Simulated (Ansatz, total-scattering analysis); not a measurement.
## aqueous NaI: neutron diffraction with isotope substitution

Two samples of aqueous NaI (30 H2O, 3 Na+ and 3 I-; O 31.2, H 62.5, Na 3.1, I 3.1 atom %; 330 K, fixed volume (mean pressure 0.3 GPa); ρ₀ = 0.0847 Å⁻³) differ only in the isotope of H: D (b = 6.6681 fm) and H (b = -3.7395 fm). Other lengths: O 5.8037, Na 3.63, I 5.28 fm. The data are simulated by ab initio molecular dynamics with Ansatz (revPBE-D3(BJ), plane waves, PAW default files, Langevin thermostat, no spin, fixed volume, H with the mass of D). The average runs over 0.36 ps of 96 atoms, so shells between rare elements are rough. Mean temperature 348 K, largest m.s.d. 0.81 Å², energy drift -3 meV an atom (last third less first, no steady trend), Langevin friction 10 ps⁻¹; the first quarter of the run is discarded. Start: last frame of a classical run of this cell at the same density and temperature. So short a stretch relaxes bonds and nearest shells but still remembers its start. It is a liquid that moves slowly on the time of the run as far as so short a run tells. Spin–orbit coupling is left out. The partials come from the cell's reciprocal vectors below 4 Å⁻¹ and from g(r) above; absorption, incoherent and inelastic scattering are left out. F(Q) = Σ ci cj bi bj (Sij − 1), in barn per steradian and atom:

```tsv
Q (Å⁻¹)	2H	1H	difference
0.9	-0.205	-0.173	-0.032
1.2	-0.154	-0.172	0.017
1.5	-0.129	-0.168	0.039
1.8	0.154	-0.164	0.318
2.1	0.487	-0.137	0.623
2.4	0.188	-0.111	0.299
2.7	-0.002	-0.045	0.044
3.0	-0.066	0.009	-0.075
3.3	-0.077	0.035	-0.112
3.6	-0.060	0.038	-0.098
3.9	-0.055	0.023	-0.078
4.2	-0.084	0.026	-0.109
4.5	-0.088	0.028	-0.116
4.8	-0.075	0.046	-0.120
5.1	-0.061	0.074	-0.135
5.4	-0.051	0.080	-0.131
5.7	-0.040	0.051	-0.091
6.0	-0.028	0.016	-0.044
6.3	-0.018	-0.004	-0.015
6.6	-0.007	-0.016	0.010
6.9	0.012	-0.028	0.040
7.2	0.031	-0.033	0.063
7.5	0.041	-0.035	0.076
7.8	0.048	-0.039	0.087
8.1	0.059	-0.040	0.099
8.4	0.067	-0.033	0.100
8.7	0.062	-0.020	0.082
9.0	0.045	-0.007	0.053
9.3	0.025	0.003	0.022
9.6	0.006	0.009	-0.003
9.9	-0.013	0.012	-0.024
10.2	-0.029	0.013	-0.043
10.5	-0.042	0.015	-0.057
10.8	-0.050	0.016	-0.066
```

The first difference in real space, ΔG(r), in barn (from the pair functions, so without the broadening of a finite Q range):

| r (Å) | first difference G(r) |
| --- | --- |
| 0.50 | -0.389 |
| 0.58 | -0.389 |
| 0.66 | -0.389 |
| 0.74 | -0.389 |
| 0.82 | -0.389 |
| 0.90 | -0.094 |
| 0.98 | 8.539 |
| 1.06 | 0.251 |
| 1.14 | -0.389 |
| 1.22 | -0.389 |
| 1.30 | -0.389 |
| 1.38 | -0.377 |
| 1.46 | -0.190 |
| 1.54 | 0.090 |
| 1.62 | -0.018 |
| 1.70 | -0.171 |
| 1.78 | -0.160 |
| 1.86 | -0.192 |
| 1.94 | -0.190 |
| 2.02 | -0.210 |
| 2.10 | -0.200 |
| 2.18 | -0.216 |
| 2.26 | -0.224 |
| 2.34 | -0.183 |
| 2.42 | -0.166 |
| 2.50 | -0.158 |
| 2.58 | -0.158 |
| 2.66 | -0.114 |
| 2.74 | -0.116 |
| 2.82 | -0.089 |
| 2.90 | -0.037 |
| 2.98 | 0.017 |
| 3.06 | 0.083 |
| 3.14 | 0.116 |
| 3.22 | 0.121 |
| 3.30 | 0.111 |
| 3.38 | 0.109 |
| 3.46 | 0.088 |
| 3.54 | 0.108 |

Q: What does the difference say of the neighbours of H?

Pairs without H cancel. ΔG(r) = Σ W [g(r) − 1] with W = 2 c(H) c(j) b(j) Δb, and c(H)² (b₁² − b₂²) for H–H: H–O 0.2359, H–H 0.1191, H–Na 0.0148, H–I 0.0215 barn. At small r, ΔG → −ΣW = -0.391; in this finite cell the H–H term carries (N − 1)/N with N = 60 atoms of H, which gives -0.389.

The first feature, at 0.98 Å, is H–O. n = 4πρ₀ c(O)/W ∫ r² [ΔG − ΔG(0)] dr up to 1.26 Å gives 1.0 O around each H; the coordinates give 1.00 up to 1.26 Å.

Shells of H from the coordinates: O–H at 0.98 Å, 1.0 neighbours to 1.26 Å; H–H at 1.55 Å, 1.0 neighbours to 1.84 Å; H–I at 2.66 Å, 0.3 neighbours to 3.32 Å, a soft count; H–Na at 3.00 Å, 0.6 neighbours to 3.76 Å, a soft count (first peaks with a usable minimum only). Counts average over all H, whatever molecule they sit on, and second peaks of a pair (H two bonds away, hydrogen bonds) add features between 1.5 and 2.5 Å that aren't listed. The structure is taken to be the same for both isotopes, which holds least well for H and D.

[Logs are printed without paths, hosts, clocks, repeated set-up lines and the standing remarks that a program may print on its own settings, such as how far it seeks lower states.]
